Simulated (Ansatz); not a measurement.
# AgCl (Chlorargyrite, Fm-3m): a volume series of phonon spectra, part 2 of 4

Aim: how the vibrations of AgCl (Chlorargyrite) shift with volume, and the expansion that follows.

Measurements to reproduce:
- volume expansion coefficient 98.7 1e-6/K near room temperature (given in “Descriptors for thermal expansion in solids”, 2017, arXiv:1701.03966)
- heat capacity C_P per formula unit 53 J/mol/K near room temperature (given in “High-Throughput Prediction of Finite-Temperature Properties using the Quasi-Harmonic Approximation”, 2016, arXiv:1603.06924)

Ansatz 0.2.0; DFT LDA, scalar-relativistic, plane waves, PAW.

So far. Step 2 (Probe on a coarse mesh): The start is under -3.8 GPa at this level and looks like an insulator or semiconductor on this mesh. Step 4 (Relaxing to small residual forces and stress): The residual pressure is 0.0025 GPa, small enough for phonons.

The database entry behind the starting cell differs from later determinations by our own check (an axis about 1.4 % short against later determinations), so it need not match the best structure at ambient conditions.

**5. Lattice dynamics at this volume, V/V0 1**

The same q-mesh and k-mesh are kept at every volume, so that much of their error can cancel in the differences.

The input, input.yaml:

```yaml
crystal:
  lattice:
    - [0.0, 2.6770675507, 2.6770675507]
    - [2.6770675507, 0.0, 2.6770675507]
    - [2.6770675507, 2.6770675507, 0.0]
  atoms:
    - { symbol: Ag, position: [0.0, 0.0, 0.0] }
    - { symbol: Cl, position: [0.5, 0.5, 0.5] }
kpoints:
  mp_grid: { grid: [8, 8, 8] }
hamiltonian:
  xc: lda
scf:
  occupations: { method: fixed }
output:
  eigenvalues: true
phonons:
  method: dfpt
  dielectric: true
  rigid_motions: translations
  qmesh: [4, 4, 4]
  temperatures: { t_max: 1000, t_step: 50 }
  qpath:
    path:
      - [[0.0, 0.0, 0.0], [0.5, 0.0, 0.5], [0.625, 0.25, 0.625]]
      - [[0.375, 0.375, 0.75], [0.0, 0.0, 0.0], [0.5, 0.5, 0.5], [0.5, 0.25, 0.75], [0.5, 0.0, 0.5]]
    npoints: 10
```

Command:

```
$ ansatz run input.yaml --threads 4 --pin off --max-ram 16384MiB --backend cpu --events-out ev --progress --plain --runs-dir out
```

Numbers of over 12 decimals in the logs are rounded to 6 here.

What it wrote:

```text
[...]
Crystal: 2 atoms, lattice volume = 38.371 Å³
Basis set: ecut = 420 eV, 749 PW (Γ), exchange–correlation on 54×54×54 points (8 copies of the dense FFT grid, shifted against one another)
Bands: 17, of which v1, the nominal top of the filled ones, is band 13 counted from 1 (12 counted from 0)
Symmetry: 48 space group operations
k-points: 59 of 512 (irreducible under 8 space group operations, time reversal used)
[...]
SCF iter   1: F=—  HF=-8502.944516 eV  |F-HF|=—  |Δ(HF+E_count)|=         —  Δρ=1.24e-2  dr2=5.17e-2  ethr=1.77e-3  ⟨swp⟩=4.8  Hψ=4196  notcnv=0  defer=107
[...]
SCF iter   7: F=-8502.927860 eV  HF=-8502.927860 eV  |F-HF|=0.00e0  |Δ(HF+E_count)|=   6.95e-9  Δρ=7.80e-7  dr2=7.68e-11  ethr=1.00e-12  ⟨swp⟩=6.4  Hψ=6387  notcnv=0
SCF 1 converged in 7 iterations: F = -8502.927860 eV  dr2 = 7.68e-11
[...]
NSCF: frozen V_eff on 8 k-points
DFPT response loops at Γ: preconditioner auto → none (the input reference at scf.mixing.eps_inf says where Resta's filter doesn't serve); β = 0.50; Broyden in place of MSR1
── the response to a field inside a basis, on 8×8×8 k-points: an SCF that follows is theirs, and a resumed run solves both again ──
Bands: 14, of which v1, the nominal top of the filled ones, is band 13 counted from 1 (12 counted from 0)
k-points: 60 of 512 (irreducible under 12 space group operations)
[...]
Eigensolver: Dense (60 Hₖ)
SCF iter   1: F=—  HF=-8502.924192 eV  |F-HF|=—  |Δ(HF+E_count)|=         —  Δρ=2.59e-4  dr2=2.65e-6  ethr=1.00e-1
[...]
SCF iter   4: F=-8502.924194 eV  HF=-8502.924194 eV  |F-HF|=2.56e-9  |Δ(HF+E_count)|=   3.44e-7  Δρ=4.87e-6  dr2=4.48e-9  ethr=3.69e-9
SCF 1 converged in 4 iterations: F = -8502.924194 eV  dr2 = 4.48e-9
[...]
DFPT response loops at q = (0, 0, 0.25) (fractional): preconditioner auto → Resta (q_TF=auto, 2.557 Å⁻¹)  ε∞=9.8 (no band partly filled); β = 1.00, the filter's whole step (`scf.mixing.beta` (0.50) is not read by the response loops at its default; to damp them type it under 1.00, their step now; it binds the ground state too); Broyden in place of MSR1
[...]
SCF converged after 7 iterations
Free energy (F): -8502.927860 eV
[...]
Internal energy: -8502.927860 eV  (E = F + TS)
E sigma→0 (E₀):  -8502.927860 eV
Fermi energy:    9.695939 eV
[...]
--- Band table (eV; the first three rows and the last of 59) ---
  k-point 0: bands = [... 9 lower, 6.7387, 6.9417, 6.9417, 6.9417, 10.3226, 20.2021, 20.2021, 20.2021]
  k-point 1: bands = [... 9 lower, 6.7643, 7.0743, 7.7911, 7.7911, 11.1310, 18.8146, 19.9095, 19.9095]
  k-point 2: bands = [... 9 lower, 6.9319, 7.2501, 8.7041, 8.7041, 12.5233, 17.2198, 18.5602, 18.5602]
  k-point 58: bands = [... 9 lower, 7.2824, 7.3411, 7.3763, 8.1651, 13.8171, 17.3519, 17.3519, 17.4719]
--- Phonons (Γ-DFPT): 2 representative perturbations + reference, on 59 of 512 k-points (Σ response iterations 6) ---
  k mesh reduced under 8 symmetry operations, with k and −k counted as one. Each operation leaves every solved perturbation unchanged. A smaller set is not considered because the run solves the response to a homogeneous field
  ASR residual: 3.006e-4 → 0.000e0 eV/Å²; symmetrization residual: 4.730e-6 eV/Å²
  ASR residual per site (eV/Å²): 3.01e-4 5.94e-5
  Γ frequencies (cm⁻¹): 0.00 0.00 0.00 129.91 129.91 129.91
  ε∞ (high-frequency dielectric tensor):
        5.863008    -0.000000     0.000000
       -0.000000     5.863008    -0.000000
        0.000000    -0.000000     5.863008
  ε⁰ (static dielectric tensor: ions relaxed, cell fixed):
       11.559425    -0.000000     0.000000
       -0.000000    11.559425    -0.000000
        0.000000    -0.000000    11.559425
  ε⁰ − ε∞ (ionic part):
        5.696417     0.000000     0.000000
        0.000000     5.696417    -0.000000
        0.000000    -0.000000     5.696417
  softest optical mode at Γ: 129.91 cm⁻¹; the repairs (sum rule, projections) moved no ω² at Γ by more than (0.99 cm⁻¹)²
  Born effective charges Z* (e; rows j = field, columns β = displacement):
    site 0:
         1.41426   -0.00000    0.00000
         0.00000    1.41426   -0.00000
         0.00000    0.00000    1.41426
    site 1:
        -1.41426    0.00000   -0.00000
        -0.00000   -1.41426    0.00000
        -0.00000   -0.00000   -1.41426
  Z* charge neutrality: 5.201e-4 e pre-enforcement
  solved inside a basis spanned on kpoints, on 8×8×8 k-points, its susceptibility summed on 12×12×12: ε∞ is read to err by 1.5e-2, Z* by 2.0e-2 e (field_mesh: kpoints solves on kpoints); Z* is corrected for what the basis lacks
  optical modes at Γ without the LO–TO term, one row a degenerate level:
      ω (cm⁻¹)  modes    IR ((D/Å)²/amu)
        129.91      3             5.1884
  optical modes at Γ + LO–TO along q̂ = [1.0000, 0.0000, 0.0000]:
      ω (cm⁻¹)  modes    IR ((D/Å)²/amu)
        129.91      2             3.4590
        182.41      1             1.7295
  optical modes at Γ + LO–TO along q̂ = [0.0000, 1.0000, 0.0000]:
      ω (cm⁻¹)  modes    IR ((D/Å)²/amu)
        129.91      2             3.4590
        182.41      1             1.7295
  optical modes at Γ + LO–TO along q̂ = [0.0000, 0.0000, 1.0000]:
      ω (cm⁻¹)  modes    IR ((D/Å)²/amu)
        129.91      2             3.4590
        182.41      1             1.7295
--- Phonons (arbitrary-q DFPT): 8 irreducible q on the 4×4×4 mesh ---
  q = [0.0000, 0.0000, 0.0000] (star 1, of the zone-centre solve; hermiticity 5.71e-6, symmetrization 3.67e-13): -0.00 0.00 0.00 129.91 129.91 129.91
  q = [0.0000, 0.0000, 0.2500] (star 8, 2 solved perturbations on 288 of 512 k-point pairs; hermiticity 9.74e-7, symmetrization 2.47e-12): 38.37 38.37 80.54 112.60 112.60 197.61
[...]
q = [0.0000, 0.2500, 0.2500] (star 6, 4 solved perturbations in 528 linear systems a pass and spin channel, the states on 164 of 512 k-point pairs; hermiticity 3.54e-6, symmetrization 1.13e-12): 22.46 22.46 91.43 151.58 151.58 174.71
[...]
sum rule: each row above includes the acoustic sum rule's correction from the zone centre's row sums; it moved no ω² by more than (0.87 cm⁻¹)²
  mesh force constants: q→R imaginary residual 6.49e-18; ASR residual 3.006e-4 → 0.000e0 eV/Å²; symmetrization residual 1.776e-15 eV/Å²
  interpolated dispersion: 63 rows × 6 modes
  density of states and harmonic sums: on the 20×20×20 q-mesh, interpolated from the force constants of a 4×4×4 supercell (with the dipole–dipole term)
  largest difference from the sums on the solved wave vectors: F 1.08e-2 eV, S 1.49e-5 and C_V 4.00e-6 eV/K
  zero-point energy: 0.040147 eV/cell   skipped modes (ω ≤ 0): 3   left out of the sums: 6.25e-5 of the cell's modes: C_V's classical limit lies that fraction below 3 k_B per atom; for a crystal, a wire or a layer, F and S can be off by more, and a phonons.interpolated_qmesh denser along its periods is the remedy for the sampling
```

Elapsed: 70 s, on 4 threads of Arm Neoverse V2, shared host; peak memory 1 GiB; 4.5 min of CPU time.

Numbers from this step:

```yaml
gamma_frequencies: 0, 0, 0, 129.9, 129.9, 129.9 cm⁻¹ (negative: imaginary)
lowest_frequency_on_the_path: 0 cm⁻¹
zero_point_energy: 0.04015 eV/cell
point_group: m-3m
highest_frequency: 211.6 cm⁻¹
debye_temperature_from_the_second_moment: 228 K
```

LO-TO term included. The phonon branches at the labelled points (cm⁻¹):

```
    point  branch 1  branch 2  branch 3  branch 4  branch 5  branch 6
        Γ         0         0         0       130       130       182
  halfway        22        22        91       152       152       175
        X        32        32        54       170       170       208
  halfway        36        49        53       163       175       206
        U        44        49        74       142       185       199
jump to K        44        49        74       142       185       199
  halfway        28        57        85        91       156       190
        Γ         0         0         0       130       130       182
  halfway        38        38        80       113       113       198
        L        62        62        72        72       109       212
  halfway        48        58        93       112       152       206
        W        45        45        84       151       191       191
  halfway        37        52        62       161       176       203
        X        32        32        54       170       170       208
```

The phonon branches as a text plot (rows in cm⁻¹):

```
    207 |           *****                     **********      ***
    198 |         **     **                 **          *   **
    190 |        *         *********     ***             ***
    181 |***    *       *** *       *****               *   **
    172 |   ****    ****     **                               ***
    163 |        ***   *       *                       *      *
    154 |      **       *       *                     *   ****
    145 |    **          **      *                       *
    137 |  **                     ***                *  *
    128 |**                *         ******
    119 |                           *      *        *  *
    110 |                         **        *   ****  *
    101 |                   **** *           ***     *
     93 |      **           *   *            **    *****
     84 |    **  *         * ** **          *  *   *    ****
     75 |                 *    *                ***         *
     66 |   *     **     *     *  **       *     ****        *
     57 |           *****   *** *         *    ** ** ***      ***
     48 |  *           *****     *  *         *     ***********
     40 |             ****  ***   **     *  **             *** *
     31 |        ******        **          *                  ***
     22 | *  ****                *  **  * *
     13 |  **                     ****  **
      4 |**                          ***
         Γ           X  U|K            Γ         L        W     X
```

The phonon density of states has structure finer than the step of the table below, so its rows give means over 10 cm⁻¹, whole bins alone (the curve runs from 1 to 213 cm⁻¹). Peaks (cm⁻¹: height): 45.0: 0.0652, 89.0: 0.0527, 101.0: 0.0316, 201.0: 0.0646.

Tetrahedra on 20 20 20, mean over bins of 2 cm⁻¹. Phonon density of states against wavenumber; means over each step:

wavenumber (cm⁻¹), phonon density of states (1/cm⁻¹/cell) and a bar:
```
       10     0.0018 
       20     0.0096 ####
       30     0.0315 #################
       40     0.0549 ##############################
       50     0.0530 #############################
       60     0.0464 #########################
       70     0.0250 #############
       80     0.0417 #######################
       90     0.0393 #####################
      100     0.0224 ############
      110     0.0200 ##########
      120     0.0198 ##########
      130     0.0234 ############
      140     0.0244 #############
      150     0.0240 #############
      160     0.0221 ###########
      170     0.0214 ###########
      180     0.0220 ###########
      190     0.0270 ##############
      200     0.0538 #############################
```

Harmonic. Thermo, by row:

```
T (K)  F_vib (meV/atom)  S (J/mol-atom/K)  C_V (J/mol-atom/K)
    0             20.07                 0                   0
   50             18.19             9.626                  13
  100             10.07             21.17               19.92
  150             -3.25              29.8               22.39
  200            -20.47              36.4               23.43
  250            -40.75             41.69               23.95
  300            -63.52             46.08               24.24
  350             -88.4             49.84               24.43
  400            -115.1              53.1               24.54
  450            -143.4                56               24.63
  500            -173.1              58.6               24.68
  550            -204.1             60.95               24.73
  600            -236.2             63.11               24.76
  650            -269.4             65.09               24.79
  700            -303.6             66.93               24.81
  750            -338.8             68.64               24.83
  800            -374.8             70.24               24.84
  850            -411.6             71.75               24.85
  900            -449.1             73.17               24.86
  950            -487.4             74.52               24.87
 1000            -526.3             75.79               24.88
```

The modes has structure finer than the step of the table below, so its rows give means over 5 cm⁻¹, whole bins alone (the curve runs from -10 to 228 cm⁻¹). Peaks (cm⁻¹: height): Ag 43.8: 0.0472, 85.7: 0.0406; Cl 48.3: 0.0117, 138.0: 0.0248, 200.9: 0.0529.

Phonopy on the run's constants, 19x19x19 mesh, Gaussian sigma 2.0 cm⁻¹. The modes by wavenumber; means over each step; values in 1/cm⁻¹/cell:

```
wavenumber (cm⁻¹)       Ag       Cl
               -5   7.5e-6   1.5e-6
                0   6.8e-5   2.2e-5
                5   3.8e-4   1.2e-4
               10  0.00136   4.4e-4
               15  0.00359  0.00110
               20  0.00752  0.00215
               25   0.0144  0.00379
               30   0.0253  0.00601
               35   0.0372  0.00844
               40   0.0439   0.0101
               45   0.0463   0.0114
               50   0.0415   0.0109
               55   0.0398   0.0105
               60   0.0345  0.00991
               65   0.0300  0.00874
               70   0.0218  0.00554
               75   0.0213  0.00592
               80   0.0290   0.0102
               85   0.0381   0.0100
               90   0.0343  0.00702
               95   0.0184  0.00548
              100   0.0180  0.00694
              105   0.0127  0.00956
              110   0.0102   0.0115
              115  0.00451   0.0101
              120  0.00601   0.0158
              125  0.00572   0.0176
              130  0.00405   0.0151
              135  0.00475   0.0191
              140  0.00523   0.0227
              145  0.00357   0.0178
              150  0.00378   0.0198
              155  0.00384   0.0200
              160  0.00346   0.0185
              165  0.00324   0.0178
              170  0.00331   0.0194
              175  0.00270   0.0178
              180  0.00266   0.0190
              185  0.00255   0.0205
              190  0.00199   0.0249
              195  0.00272   0.0401
              200  0.00366   0.0509
              205  0.00218   0.0384
              210   4.7e-4   0.0168
              215   1.7e-5  0.00155
              220        0   3.9e-6
```

Born charge (rows field, columns displacement) (e), principal values of the symmetric part by kind of site:

```
atom  atoms with these values    low  middle   high   mean
 Ag1                        1   1.41    1.41   1.41   1.41
 Cl2                        1  -1.41   -1.41  -1.41  -1.41
```

In full for Cl2:

```
-1.41  0.00  0.00
 0.00 -1.41  0.00
 0.00  0.00 -1.41
```

ε∞:

```
5.86 0.00 0.00
0.00 5.86 0.00
0.00 0.00 5.86
```

No LO-TO term. Modes at Γ, with each element's share of the kinetic energy:

```
mode  frequency (cm⁻¹)  symmetry  Ag %  Cl %
   1               0.0       T1u    75    25
   2               0.0       T1u    75    25
   3               0.0       T1u    75    25
   4             129.9       T1u    25    75
   5             129.9       T1u    25    75
   6             129.9       T1u    25    75
```

Displacements in mode 4 (129.9 cm⁻¹), the largest set to 1:
```
Ag1  0.00 -0.33  0.03
Cl2  0.00  1.00 -0.09
```

No mode is imaginary beyond numerical noise at the solved wavevectors.

**6. Single point at a scaled cell, V/V0 1.015**

Symmetry fixes every atom, so a single point at the scaled cell gives the energy and pressure of this member.

The cell differs from the one that the last finished run ended in (a 3.786 → 3.805 Å, b 3.786 → 3.805 Å, c 3.786 → 3.805 Å).

input.yaml, the sections that differ from step 5:

```yaml
crystal:
  lattice:
    - [0.0, 2.690386514, 2.690386514]
    - [2.690386514, 0.0, 2.690386514]
    - [2.690386514, 2.690386514, 0.0]
  atoms:
    - { symbol: Ag, position: [0.0, 0.0, 0.0] }
    - { symbol: Cl, position: [0.5, 0.5, 0.5] }
output:
  forces: true
  stress: true
  eigenvalues: true
# kpoints, hamiltonian, scf: as in step 5
# phonons: removed
```

What it wrote:

```text
[...]
Crystal: 2 atoms, lattice volume = 38.947 Å³
Basis set: ecut = 420 eV, 749 PW (Γ)
Bands: 17, of which v1, the nominal top of the filled ones, is band 13 counted from 1 (12 counted from 0)
Symmetry: 48 space group operations
[...]
k-points: 29 of 512
[...]
SCF iter   1: F=—  HF=-8502.942753 eV  |F-HF|=—  |Δ(HF+E_count)|=         —  Δρ=1.23e-2  dr2=5.17e-2  ethr=1.77e-3  ⟨swp⟩=4.9  Hψ=2077  notcnv=0  defer=52
[...]
SCF iter   7: F=-8502.926055 eV  HF=-8502.926055 eV  |F-HF|=1.27e-11  |Δ(HF+E_count)|=   6.93e-9  Δρ=8.33e-7  dr2=1.06e-10  ethr=1.01e-10  ⟨swp⟩=2.0  Hψ=1642  notcnv=0
SCF 1 converged in 7 iterations: F = -8502.926055 eV  dr2 = 1.06e-10
[...]
SCF converged after 7 iterations
Free energy (F): -8502.926055 eV
[...]
Internal energy: -8502.926055 eV  (E = F + TS)
E sigma→0 (E₀):  -8502.926055 eV
Fermi energy:    9.414874 eV
[...]
--- Stress (GPa, compression-positive) ---
       -0.992380       0.000000       0.000000
        0.000000      -0.992380       0.000000
        0.000000      -0.000000      -0.992380
  P = ⅓ Tr σ = -0.9924 GPa (-9.924 kbar)
--- Band table (eV; the first three rows and the last of 29) ---
  k-point 0: bands = [... 9 lower, 6.5318, 6.7262, 6.7262, 6.7262, 10.0363, 19.9306, 19.9306, 19.9306]
  k-point 1: bands = [... 9 lower, 6.5564, 6.8558, 7.5589, 7.5589, 10.8365, 18.5490, 19.6332, 19.6332]
  k-point 2: bands = [... 9 lower, 6.7182, 7.0270, 8.4502, 8.4502, 12.2221, 16.9442, 18.2875, 18.2875]
  k-point 28: bands = [... 9 lower, 7.0587, 7.1133, 7.1405, 7.9281, 13.5136, 17.0716, 17.0716, 17.1829]
```

It took 0.44 s on 4 threads; peak memory 0.29 GiB; 1.2 s of CPU time.

This step gave:

```
pressure          : -0.9924 GPa
gap on the k-mesh : 0.6214 eV
volume per atom   : 19.47 Å³
```

At this level the gap is 0.62 eV on the k-mesh of the self-consistent run, which can miss the band edges.

[end of part 2 of 4]

[Logs are printed without paths, hosts, clocks, repeated set-up lines and the standing remarks that a program may print on its own settings, such as how far it seeks lower states.]

[Hosts, paths, dates, database ids (printed as entryN), source tags and the programs' standing remarks are cut or masked in the printed files.]

[A step with changed settings may run another functional than the one named; its input shows which.]

[Of the runs on displaced cells, only some may be shown.]
